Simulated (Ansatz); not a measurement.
## Li2SnP2: relaxing a made-up structure

This structure for Li2SnP2 is made up. Its elements were placed in a known structure type with a cell scaled to their sizes. What cell does the guess relax to, and how far off was it?

Method: DFT, PBEsol, plane-wave PAW, files of the set soft_1, scalar-relativistic, no spin, cell and ions relaxed at zero pressure; PAW set soft_1, in the first sound run; inputs show where later runs differ, in Ansatz 0.2.0.

## Step 1: The structure

Symmetry: P-3m1, No. 164, trigonal system. The conventional cell has a = 4.099 Å, b = 4.099 Å, c = 6.424 Å, α = 90.00°, β = 90.00°, γ = 120.00°. Nearest to Sn lie 6 P at 2.82 Å. P has 4 Li at 2.49 to 2.53 Å and 3 Sn at 2.82 Å nearest. Nearest to Li lie 4 P at 2.49 to 2.53 Å. Farther neighbours are not listed.

As a file:

```cif
data_structure
_symmetry_space_group_name_H-M 'P-3m1'
_symmetry_Int_Tables_number 164
_cell_length_a 4.0990
_cell_length_b 4.0990
_cell_length_c 6.4240
_cell_angle_alpha 90.000
_cell_angle_beta 90.000
_cell_angle_gamma 120.000
_cell_volume 93.47
loop_
_atom_site_label
_atom_site_type_symbol
_atom_site_symmetry_multiplicity
_atom_site_Wyckoff_symbol
_atom_site_fract_x
_atom_site_fract_y
_atom_site_fract_z
_atom_site_occupancy
Sn1 Sn 1 a 0.00000 0.00000 0.00000 1
P1 P 2 d 0.33333 0.66667 0.23750 1
Li1 Li 2 d 0.33333 0.66667 0.62460 1
```

## Step 2: Relaxing cell and atoms

The guessed cell has no reason to be at equilibrium. It is relaxed with the atoms, within the space group of the guess.

Input file input.yaml:

```yaml
crystal:
  lattice:
    - [4.099, 0.0, 0.0]
    - [-2.0495, 3.54983813, 0.0]
    - [0.0, 0.0, 6.424]
  atoms:
    - { symbol: Sn, position: [0.0, 0.0, 0.0] }
    - { symbol: P, position: [0.333333333, 0.666666667, 0.2375] }
    - { symbol: P, position: [0.666666667, 0.333333333, 0.7625] }
    - { symbol: Li, position: [0.333333333, 0.666666667, 0.6246] }
    - { symbol: Li, position: [0.666666667, 0.333333333, 0.3754] }
kpoints:
  mp_grid: { grid: [8, 8, 4] }
scf:
  occupations: { method: fermi_dirac, width: 0.05 }
hamiltonian:
  xc: pbesol
  pseudopotentials: { kind: paw, azcp: { folder: soft_1 }, xc_functional: pbe }
relax:
  f_tol: 0.015
  max_steps: 70
  cell: {}
output:
  forces: true
  stress: true
```

Launch:

```bash
$ ansatz run input.yaml --threads 4 --pin off --max-ram 8192MiB --backend cpu --events-out ev --progress --plain --runs-dir out
```

Numbers of over 12 decimals in the logs are rounded to 6 here.

Output:

```text
Engine: ansatz 0.2.0, aarch64-unknown-linux-gnu
Pseudopotentials: kind: paw
Pseudopotential: Sn, paw, valence charge 14, recommended cutoff 420 eV (normal), soft_1/Sn.paw.azcp
Pseudopotential: P, paw, valence charge 5, recommended cutoff 420 eV (normal), soft_1/P.paw.azcp
Pseudopotential: Li, paw, valence charge 3, recommended cutoff 420 eV (normal), soft_1/Li.paw.azcp
Functional definition: PBEsol
  exchange = pbesol_x
  correlation = pbesol_c
Crystal: 5 atoms, lattice volume = 93.474 Å³
Basis set: ecut = 420 eV, 1797 PW (Γ), exchange–correlation on 60×60×90 points (8 copies of the dense FFT grid, shifted against one another)
Bands: 20, of which v1, the nominal top of the filled ones, is band 15 counted from 1 (14 counted from 0)
Symmetry: 12 space group operations
Space group: P-3m1 (ITA 164), of the structure as read, at distance tolerance 4.5e-5 Å
k-points: 35 of 256
Non-local potential: Sn, projectors of the file, l = 0: 2, l = 1: 2, l = 2: 2, l = 3: 1
Non-local potential: P, projectors of the file, l = 0: 2, l = 1: 2, l = 2: 1
Non-local potential: Li, projectors of the file, l = 0: 3, l = 1: 2, l = 2: 1
PAW form: soft (Blöchl's): semilocal exchange-correlation on the pseudo side does not see the compensation charge
PAW frozen core: Sn, regenerated for the run's functional, and the local potential with it (the file was generated under x = pbe(κ = 0.804, μ = 0.219515), c = pbe(β = 0.066725))
PAW frozen core: P, regenerated for the run's functional, and the local potential with it (the file was generated under x = pbe(κ = 0.804, μ = 0.219515), c = pbe(β = 0.066725))
PAW one-centre angular grid: Sn, 590 points (default); XC on 64 Gauss nodes
PAW one-centre angular grid: P, 110 points (default); XC on 64 Gauss nodes
PAW one-centre angular grid: Li, 110 points (default); XC on 64 Gauss nodes
Initial density: superposition of atomic densities (chi_scale 0.1, normalization cell, long waves kept (reshape's long-wave potential 0.06 eV rms))
Initial wavefunctions: pseudopotential atomic-orbital guess
Functional: x = pbesol(κ = 0.804, μ = 0.123457), c = pbesol(β = 0.046)
SCF iter   1: F=—  HF=-7838.712364 eV  |F-HF|=—  |Δ(HF+E_count)|=         —  Δρ=3.81e-2  dr2=5.88e0  ethr=3.10e-3  ⟨swp⟩=7.2  Hψ=4228  notcnv=0
preconditioner: auto → Kerker (q_TF=auto, 2.258 Å⁻¹)  [metal: Δε(μ)=0.133 eV  Ē_g=13.554 eV  σ=0.050 eV  W_gap=0.44  n_scr=22 (ndim 8)  ℏωp=19.6 eV  f_vac=0.000  D(μ)=0.75/eV (n_scr^D=2)]
SCF iter   2: F=—  HF=-7837.799349 eV  |F-HF|=—  |Δ(HF+E_count)|=   9.13e-1  Δρ=2.28e-2  dr2=2.24e0  ethr=3.10e-3  ⟨swp⟩=2.9  Hψ=1263  notcnv=0  defer=10
SCF iter   3: F=—  HF=-7837.297055 eV  |F-HF|=—  |Δ(HF+E_count)|=   5.02e-1  Δρ=4.66e-3  dr2=5.93e-2  ethr=3.10e-3  ⟨swp⟩=3.4  Hψ=1175  notcnv=0  defer=10
SCF iter   4: F=—  HF=-7837.288270 eV  |F-HF|=—  |Δ(HF+E_count)|=   8.79e-3  Δρ=1.70e-3  dr2=5.64e-3  ethr=1.98e-4  ⟨swp⟩=3.7  Hψ=1344  notcnv=0  defer=4
SCF iter   5: F=—  HF=-7837.287593 eV  |F-HF|=—  |Δ(HF+E_count)|=   6.77e-4  Δρ=4.22e-4  dr2=4.08e-4  ethr=1.88e-5  ⟨swp⟩=2.9  Hψ=1217  notcnv=0  defer=4
SCF iter   6: F=—  HF=-7837.287570 eV  |F-HF|=—  |Δ(HF+E_count)|=   2.32e-5  Δρ=9.34e-5  dr2=1.51e-5  ethr=1.36e-6  ⟨swp⟩=2.1  Hψ=904  notcnv=0  defer=4
SCF iter   7: F=—  HF=-7837.287579 eV  |F-HF|=—  |Δ(HF+E_count)|=   8.54e-6  Δρ=2.94e-5  dr2=2.07e-6  ethr=5.05e-8  ⟨swp⟩=2.9  Hψ=1205  notcnv=0  defer=4
SCF iter   8: F=—  HF=-7837.287579 eV  |F-HF|=—  |Δ(HF+E_count)|=   5.05e-7  Δρ=9.48e-6  dr2=1.99e-7  ethr=6.91e-9  ⟨swp⟩=2.2  Hψ=890  notcnv=0  defer=4
SCF iter   9: F=-7837.287579 eV  HF=-7837.287579 eV  |F-HF|=1.38e-9  |Δ(HF+E_count)|=   5.39e-9  Δρ=2.76e-6  dr2=1.42e-8  ethr=3.33e-10  ⟨swp⟩=5.1  Hψ=2374  notcnv=0
SCF 1 converged in 9 iterations: F = -7837.287579 eV  dr2 = 1.42e-8
  greatest PAW one-centre occupation: 1.000 electrons in one spin orbital (limit 2), on the Li atom at site 4 (counted from 0), in its partial waves of l = 0
relax step   1: F+E_penalty+E_count = -7837.28757908 eV  Δ(F+E_penalty+E_count) = +0.000e0 eV  max|allowed force component| = 4.725e-1 eV/Å  Δτ_max = 0.0000 Å  P = -3.857 GPa  Ω = 93.474 Å³  (9 SCF iters, dr2 threshold 1.00e-7 eV, accepted)
Crystal: 5 atoms, lattice volume = 84.604 Å³
Basis set: ecut = 420 eV, 1677 PW (Γ), exchange–correlation on 60×60×90 points (8 copies of the dense FFT grid, shifted against one another)
Initial density: handed on by an earlier stage of this run
Initial wavefunctions: those handed on with the density
iter 1 solved again at ethr=2.78e-4 eV; its pass at ethr=3.10e-3 eV (dr2=8.35e-2 eV) is discarded
SCF iter   1: F=—  HF=-7837.429196 eV  |F-HF|=—  |Δ(HF+E_count)|=         —  Δρ=7.12e-3  dr2=8.54e-2  ethr=2.78e-4  ⟨swp⟩=2.0  Hψ=4887  notcnv=0
preconditioner: auto → Resta (q_TF=auto, 2.295 Å⁻¹)  ε∞=4.7  [insulator: Δε(μ)=0.144 eV  Ē_g=8.351 eV  σ=0.050 eV  W_gap=0.61  n_scr=22 (ndim 8)  ℏωp=16.1 eV  f_vac=0.000  D(μ)=0.44/eV (n_scr^D=0)  ε∞_Penn≈4.7]
SCF iter   2: F=—  HF=-7837.410170 eV  |F-HF|=—  |Δ(HF+E_count)|=   1.90e-2  Δρ=3.43e-3  dr2=1.24e-2  ethr=2.78e-4  ⟨swp⟩=2.7  Hψ=1063  notcnv=0
SCF iter   3: F=—  HF=-7837.408512 eV  |F-HF|=—  |Δ(HF+E_count)|=   1.66e-3  Δρ=8.75e-4  dr2=5.50e-4  ethr=4.12e-5  ⟨swp⟩=2.0  Hψ=903  notcnv=0
SCF iter   4: F=—  HF=-7837.408627 eV  |F-HF|=—  |Δ(HF+E_count)|=   1.14e-4  Δρ=1.86e-4  dr2=3.73e-5  ethr=1.83e-6  ⟨swp⟩=2.8  Hψ=1167  notcnv=0
SCF iter   5: F=—  HF=-7837.408632 eV  |F-HF|=—  |Δ(HF+E_count)|=   5.78e-6  Δρ=5.45e-5  dr2=3.25e-6  ethr=1.24e-7  ⟨swp⟩=2.5  Hψ=1087  notcnv=0
SCF iter   6: F=-7837.408634 eV  HF=-7837.408634 eV  |F-HF|=6.63e-8  |Δ(HF+E_count)|=   1.68e-6  Δρ=1.16e-5  dr2=1.34e-7  ethr=1.67e-9  ⟨swp⟩=5.5  Hψ=2505  notcnv=0
SCF 2 converged in 6 iterations: F = -7837.408634 eV  dr2 = 1.34e-7
relax step   2: F+E_penalty+E_count = -7837.40863411 eV  Δ(F+E_penalty+E_count) = -1.211e-1 eV  max|allowed force component| = 6.261e-1 eV/Å  Δτ_max = 0.1078 Å  P = +3.169 GPa  Ω = 84.604 Å³  energy of the carried Pulay correction = +3.837e-4 eV  (6 SCF iters, dr2 threshold 5.00e-7 eV, accepted)
Crystal: 5 atoms, lattice volume = 86.741 Å³
Basis set: ecut = 420 eV, 1691 PW (Γ), exchange–correlation on 60×60×90 points (8 copies of the dense FFT grid, shifted against one another)
iter 1 solved again at ethr=9.20e-5 eV; its pass at ethr=3.10e-3 eV (dr2=2.76e-2 eV) is discarded
SCF iter   1: F=—  HF=-7837.461194 eV  |F-HF|=—  |Δ(HF+E_count)|=         —  Δρ=5.02e-3  dr2=2.78e-2  ethr=9.20e-5  ⟨swp⟩=1.7  Hψ=5139  notcnv=0
preconditioner: auto → Kerker (q_TF=auto, 2.286 Å⁻¹)  [metal: Δε(μ)=0.027 eV  Ē_g=8.092 eV  σ=0.050 eV  W_gap=0.13  n_scr=22 (ndim 8)  ℏωp=15.9 eV  f_vac=0.000  D(μ)=1.30/eV (n_scr^D=2)]
SCF iter   2: F=—  HF=-7837.456952 eV  |F-HF|=—  |Δ(HF+E_count)|=   4.24e-3  Δρ=2.92e-3  dr2=9.58e-3  ethr=9.20e-5  ⟨swp⟩=1.1  Hψ=705  notcnv=0
SCF iter   3: F=—  HF=-7837.455280 eV  |F-HF|=—  |Δ(HF+E_count)|=   1.67e-3  Δρ=5.33e-4  dr2=3.67e-4  ethr=3.19e-5  ⟨swp⟩=2.0  Hψ=972  notcnv=0
SCF iter   4: F=—  HF=-7837.455260 eV  |F-HF|=—  |Δ(HF+E_count)|=   2.01e-5  Δρ=1.84e-4  dr2=4.58e-5  ethr=1.22e-6  ⟨swp⟩=2.3  Hψ=1148  notcnv=0
SCF iter   5: F=—  HF=-7837.455252 eV  |F-HF|=—  |Δ(HF+E_count)|=   7.67e-6  Δρ=5.38e-5  dr2=3.65e-6  ethr=1.53e-7  ⟨swp⟩=2.1  Hψ=1077  notcnv=0
SCF iter   6: F=-7837.455253 eV  HF=-7837.455253 eV  |F-HF|=2.24e-8  |Δ(HF+E_count)|=   4.06e-7  Δρ=1.33e-5  dr2=2.22e-7  ethr=1.67e-9  ⟨swp⟩=5.7  Hψ=2782  notcnv=0
SCF 3 converged in 6 iterations: F = -7837.455253 eV  dr2 = 2.22e-7
relax step   3: F+E_penalty+E_count = -7837.45525277 eV  Δ(F+E_penalty+E_count) = -4.662e-2 eV  max|allowed force component| = 3.508e-1 eV/Å  Δτ_max = 0.0723 Å  P = +0.047 GPa  Ω = 86.741 Å³  energy of the carried Pulay correction = +2.878e-4 eV  (6 SCF iters, dr2 threshold 5.00e-7 eV, accepted)
Crystal: 5 atoms, lattice volume = 87.350 Å³
Basis set: ecut = 420 eV, 1715 PW (Γ), exchange–correlation on 60×60×90 points (8 copies of the dense FFT grid, shifted against one another)
iter 1 solved again at ethr=8.50e-5 eV; its pass at ethr=3.10e-3 eV (dr2=2.55e-2 eV) is discarded
SCF iter   1: F=—  HF=-7837.488518 eV  |F-HF|=—  |Δ(HF+E_count)|=         —  Δρ=3.20e-3  dr2=2.59e-2  ethr=8.50e-5  ⟨swp⟩=1.7  Hψ=4643  notcnv=0
preconditioner: auto → Kerker (q_TF=auto, 2.283 Å⁻¹)  [metal: Δε(μ)=0.104 eV  Ē_g=8.166 eV  σ=0.050 eV  W_gap=0.40  n_scr=22 (ndim 8)  ℏωp=15.9 eV  f_vac=0.000  D(μ)=0.88/eV (n_scr^D=2)]
SCF iter   2: F=—  HF=-7837.486544 eV  |F-HF|=—  |Δ(HF+E_count)|=   1.97e-3  Δρ=1.87e-3  dr2=1.14e-2  ethr=8.50e-5  ⟨swp⟩=1.2  Hψ=713  notcnv=0
SCF iter   3: F=—  HF=-7837.484743 eV  |F-HF|=—  |Δ(HF+E_count)|=   1.80e-3  Δρ=3.79e-4  dr2=2.97e-4  ethr=3.80e-5  ⟨swp⟩=2.0  Hψ=908  notcnv=0
SCF iter   4: F=—  HF=-7837.484675 eV  |F-HF|=—  |Δ(HF+E_count)|=   6.83e-5  Δρ=1.77e-4  dr2=8.41e-5  ethr=9.92e-7  ⟨swp⟩=2.0  Hψ=1123  notcnv=0
SCF iter   5: F=—  HF=-7837.484659 eV  |F-HF|=—  |Δ(HF+E_count)|=   1.60e-5  Δρ=5.93e-5  dr2=5.84e-6  ethr=2.80e-7  ⟨swp⟩=2.6  Hψ=1035  notcnv=0
SCF iter   6: F=—  HF=-7837.484660 eV  |F-HF|=—  |Δ(HF+E_count)|=   8.15e-7  Δρ=1.92e-5  dr2=6.04e-7  ethr=1.95e-8  ⟨swp⟩=2.5  Hψ=895  notcnv=0
SCF iter   7: F=-7837.484660 eV  HF=-7837.484660 eV  |F-HF|=7.78e-9  |Δ(HF+E_count)|=   1.58e-7  Δρ=5.14e-6  dr2=3.91e-8  ethr=1.67e-9  ⟨swp⟩=5.1  Hψ=2347  notcnv=0
SCF 4 converged in 7 iterations: F = -7837.484660 eV  dr2 = 3.91e-8
relax step   4: F+E_penalty+E_count = -7837.48465999 eV  Δ(F+E_penalty+E_count) = -2.941e-2 eV  max|allowed force component| = 8.388e-2 eV/Å  Δτ_max = 0.0595 Å  P = +0.286 GPa  Ω = 87.350 Å³  energy of the carried Pulay correction = +2.609e-4 eV  (7 SCF iters, dr2 threshold 5.00e-7 eV, accepted)
Crystal: 5 atoms, lattice volume = 87.504 Å³
iter 1 solved again at ethr=3.06e-6 eV; its pass at ethr=3.10e-3 eV (dr2=9.17e-4 eV) is discarded
SCF iter   1: F=—  HF=-7837.486562 eV  |F-HF|=—  |Δ(HF+E_count)|=         —  Δρ=6.58e-4  dr2=9.21e-4  ethr=3.06e-6  ⟨swp⟩=2.2  Hψ=4315  notcnv=0
preconditioner: auto → Kerker (q_TF=auto, 2.282 Å⁻¹)  [metal: Δε(μ)=0.050 eV  Ē_g=8.123 eV  σ=0.050 eV  W_gap=0.24  n_scr=22 (ndim 8)  ℏωp=15.9 eV  f_vac=0.000  D(μ)=0.85/eV (n_scr^D=2)]
SCF iter   2: F=—  HF=-7837.486494 eV  |F-HF|=—  |Δ(HF+E_count)|=   6.77e-5  Δρ=3.79e-4  dr2=3.98e-4  ethr=3.06e-6  ⟨swp⟩=1.0  Hψ=700  notcnv=0
SCF iter   3: F=—  HF=-7837.486426 eV  |F-HF|=—  |Δ(HF+E_count)|=   6.83e-5  Δρ=6.78e-5  dr2=1.64e-5  ethr=1.33e-6  ⟨swp⟩=2.0  Hψ=841  notcnv=0
SCF iter   4: F=—  HF=-7837.486423 eV  |F-HF|=—  |Δ(HF+E_count)|=   2.97e-6  Δρ=3.20e-5  dr2=2.55e-6  ethr=5.46e-8  ⟨swp⟩=3.0  Hψ=1226  notcnv=0
SCF iter   5: F=-7837.486422 eV  HF=-7837.486422 eV  |F-HF|=5.27e-9  |Δ(HF+E_count)|=   4.39e-7  Δρ=1.11e-5  dr2=1.99e-7  ethr=1.67e-9  ⟨swp⟩=5.6  Hψ=2595  notcnv=0
SCF 5 converged in 5 iterations: F = -7837.486422 eV  dr2 = 1.99e-7
relax step   5: F+E_penalty+E_count = -7837.48642248 eV  Δ(F+E_penalty+E_count) = -1.762e-3 eV  max|allowed force component| = 6.401e-3 eV/Å  Δτ_max = 0.0133 Å  P = +0.012 GPa  Ω = 87.504 Å³  energy of the carried Pulay correction = +2.541e-4 eV  (5 SCF iters, dr2 threshold 5.00e-7 eV, accepted)
Basis set: ecut = 420 eV, 1715 PW (Γ), exchange–correlation on 54×54×90 points (8 copies of the dense FFT grid, shifted against one another)
Initial wavefunctions: pseudopotential atomic-orbital guess (no wavefunctions were taken with the density)
iter 1 solved again at ethr=4.43e-7 eV; its pass at ethr=3.10e-3 eV (dr2=1.33e-4 eV) is discarded
SCF iter   1: F=—  HF=-7837.486267 eV  |F-HF|=—  |Δ(HF+E_count)|=         —  Δρ=6.09e-5  dr2=3.77e-7  ethr=4.43e-7  ⟨swp⟩=4.5  Hψ=6471  notcnv=0
preconditioner: auto → Kerker (q_TF=auto, 2.282 Å⁻¹)  [metal: Δε(μ)=0.049 eV  Ē_g=8.127 eV  σ=0.050 eV  W_gap=0.24  n_scr=22 (ndim 8)  ℏωp=15.9 eV  f_vac=0.000  D(μ)=0.85/eV (n_scr^D=2)]
SCF iter   2: F=—  HF=-7837.486255 eV  |F-HF|=—  |Δ(HF+E_count)|=   1.27e-5  Δρ=3.15e-5  dr2=1.72e-7  ethr=1.26e-9  ⟨swp⟩=2.2  Hψ=1231  notcnv=0
SCF iter   3: F=—  HF=-7837.486256 eV  |F-HF|=—  |Δ(HF+E_count)|=   1.75e-6  Δρ=5.12e-6  dr2=4.74e-8  ethr=5.75e-10  ⟨swp⟩=2.0  Hψ=1209  notcnv=0
SCF iter   4: F=—  HF=-7837.486256 eV  |F-HF|=—  |Δ(HF+E_count)|=   1.21e-8  Δρ=2.30e-6  dr2=7.63e-9  ethr=1.58e-10  ⟨swp⟩=1.5  Hψ=751  notcnv=0
SCF iter   5: F=—  HF=-7837.486256 eV  |F-HF|=—  |Δ(HF+E_count)|=   5.85e-9  Δρ=2.92e-7  dr2=5.94e-11  ethr=2.54e-11  ⟨swp⟩=2.0  Hψ=845  notcnv=0
SCF iter   6: F=-7837.486256 eV  HF=-7837.486256 eV  |F-HF|=1.82e-12  |Δ(HF+E_count)|=  6.46e-11  Δρ=7.02e-8  dr2=6.42e-12  ethr=1.00e-12  ⟨swp⟩=5.4  Hψ=2413  notcnv=0
SCF 6 converged in 6 iterations: F = -7837.486256 eV  dr2 = 6.42e-12
relax step   6: F+E_penalty+E_count = -7837.48625632 eV  Δ(F+E_penalty+E_count) = +1.662e-4 eV  max|allowed force component| = 6.243e-3 eV/Å  Δτ_max = 0.0000 Å  P = +0.012 GPa  Ω = 87.504 Å³  stress off target by 1.76e-2 GPa  SCF on the basis re-selected at this cell (its energy is not comparable with the rows above)  (6 SCF iters)
basis re-selected at this cell: Δ(F+E_penalty+E_count) = +1.662e-4 eV, ΔP = +0.001 GPa vs the last step (what re-selecting the basis moved, of the pressure what is left beyond the Pulay correction that the steps carried, after the strain that the cell walked since its last selection, with what the two solves' SCF thresholds leave and, on support functions, any second-order correction that the steps lacked; it is no measure of the basis error at this ecutwfc). The dense FFT grid was sized anew with the basis: this SCF ran on 27×27×45 points, the steps before it on 30×30×45, so part of this shift can come from that change (see relax.cell in the input reference). [rest of the remark cut]
SCF converged after 6 iterations
Free energy (F): -7837.486256 eV
Harris-Foulkes:  -7837.486256 eV  (|F-HF|=1.82e-12)
Internal energy: -7837.479086 eV  (E = F + TS)
E sigma→0 (E₀):  -7837.482671 eV
Entropy (-TS):   -0.007171 eV (-1.434 meV/atom)
Fermi energy:    6.887174 eV
--- Per-component energies (eV) ---
  E_band       = -262.549906
  E_kinetic    = 339.273601
  E_local      = -1788.714961  (includes V_loc(G=0)·N_el)
  E_nonlocal   = 173.542803
  E_hartree    = 806.857628
  E_xc         = -286.802523
  E_vxc        = -225.838334  (∫ρ·V_xc dr)
  E_paw        = -5429.563824  (= ΣΔE_a)
  E_vpaw       = -374.529140  (= ΣTr[D̂ρ^β])
  E_aug_tail   = 0.000802  (compensation charges beyond the density's cutoff)
  E_ewald      = -1652.449643
  E_core_change = 0.377032  (= ΣΔE_core)
  E_smearing   = -0.007171  (= −TS)
  E_closure    = -0.000000  (closes the sum)
  Σ components = -7837.486256   (vs F -7837.486256, Δ=0.00e0)
--- Forces (eV/Å), atoms counted from 1 ---
  atom   1  Sn     0.00000000     0.00000000     0.00000000
  atom   2  P     -0.00000000     0.00000000    -0.00624210
  atom   3  P      0.00000000     0.00000000     0.00624210
  atom   4  Li     0.00000000    -0.00000000    -0.00624278
  atom   5  Li    -0.00000000    -0.00000000     0.00624278
  max |Σ_I F_I| component: 6.48e-17 eV/Å
--- Stress (GPa, compression-positive) ---
        0.017623      -0.000000       0.000000
       -0.000000       0.017623       0.000000
       -0.000000      -0.000000       0.002165
  P = ⅓ Tr σ = 0.0125 GPa (0.125 kbar)
--- Relaxed structure (5 steps of the walk, 5 accepted, 1 SCFs on fresh bases) ---
  F+E_penalty+E_count = -7837.48625632 eV   max|allowed force component| = 6.243e-3 eV/Å   (the final SCF, on the basis selected at the relaxed cell)
  cell:  # Å, volume = 87.5039 Å³
    - [3.897128, 0, -4.133715041185391e-18]
    - [-1.948564, 3.375012, 2.0668575205926933e-18]
    - [-6.478405812392148e-18, 0, 6.652848]
  atoms:
    - { symbol: Sn, position: [0, 0, 0] }
    - { symbol: P, position: [0.333333, 0.666667, 0.227282] }
    - { symbol: P, position: [0.666667, 0.333333, 0.772718] }
    - { symbol: Li, position: [0.333333, 0.666667, 0.615190] }
    - { symbol: Li, position: [0.666667, 0.333333, 0.384810] }
```

It took 5.3 s on 4 threads of Arm Neoverse V2, shared host; peak memory 0.42 GiB.

Step by step:

```csv
step,energy less that of the first step (eV),largest force component (eV/Å),pressure (GPa),volume (Å³)
1,0.0000,0.4725,-3.86,93.47
2,-0.1211,0.6261,3.17,84.60
3,-0.1677,0.3508,0.05,86.74
4,-0.1971,0.0839,0.29,87.35
5,-0.1988,0.0064,0.01,87.50
6*,-0.1987,0.0062,0.01,87.50
```

Relaxation steps marked * repeat the geometry before them on a plane-wave basis chosen anew for their cell, so energy and pressure can jump there.

Forces are held to the 12 operations that the run works with; a distortion that breaks them can't arise in this run.

```csv
"conventional cell, symmetrised",before,after,change
a (Å),4.099,3.897,-4.9 %
b (Å),4.099,3.897,-4.9 %
c (Å),6.424,6.653,+3.6 %
volume (Å³/atom),18.69,17.50,-6.4 %
```

The atoms that moved most (Å, as changes of fractional coordinates times the final cell):

```csv
atom,dx,dy,dz,length
P2,0.000,0.000,-0.068,0.068
P3,0.000,0.000,0.068,0.068
Li4,0.000,0.000,-0.063,0.063
Li5,0.000,0.000,0.063,0.063
```

Final coordinates:

```xyz
5
Lattice="3.8971 0.0000 0.0000 -1.9486 3.3750 0.0000 0.0000 0.0000 6.6528" Properties=species:S:1:pos:R:3 pbc="T T T"
Sn    0.0000    0.0000    0.0000
P     0.0000    2.2500    1.5121
P     1.9486    1.1250    5.1408
Li    0.0000    2.2500    4.0928
Li    1.9486    1.1250    2.5601
```

This step gave:

- free energy: -7837.4863 eV
- energy at zero smearing: -7837.4827 eV
- smearing term TS: 0.007171 eV
- Fermi energy: 6.887 eV
- electrons: 30
- symmetry operations: 12
- pressure: 0.01247 GPa

Shortest distances by pair of elements, guess and relaxed (not always the same contact):

```csv
pair,guess (Å),relaxed (Å)
Li–P,2.487,2.482
P–Sn,2.816,2.711
Li–Li,2.857,2.722
Li–Sn,3.379,3.408
P–P,3.862,3.769
```

The relaxation ends with a largest force component of 0.0062 eV/Å and a pressure of 0.01 GPa.

(Part 1 of 2 ends here.)

[Logs are printed without paths, hosts, clocks, repeated set-up lines and the standing remarks that a program may print on its own settings, such as how far it seeks lower states.]

[Hosts, paths, dates, database ids (printed as entryN), source tags and the programs' standing remarks are cut or masked in the printed files.]
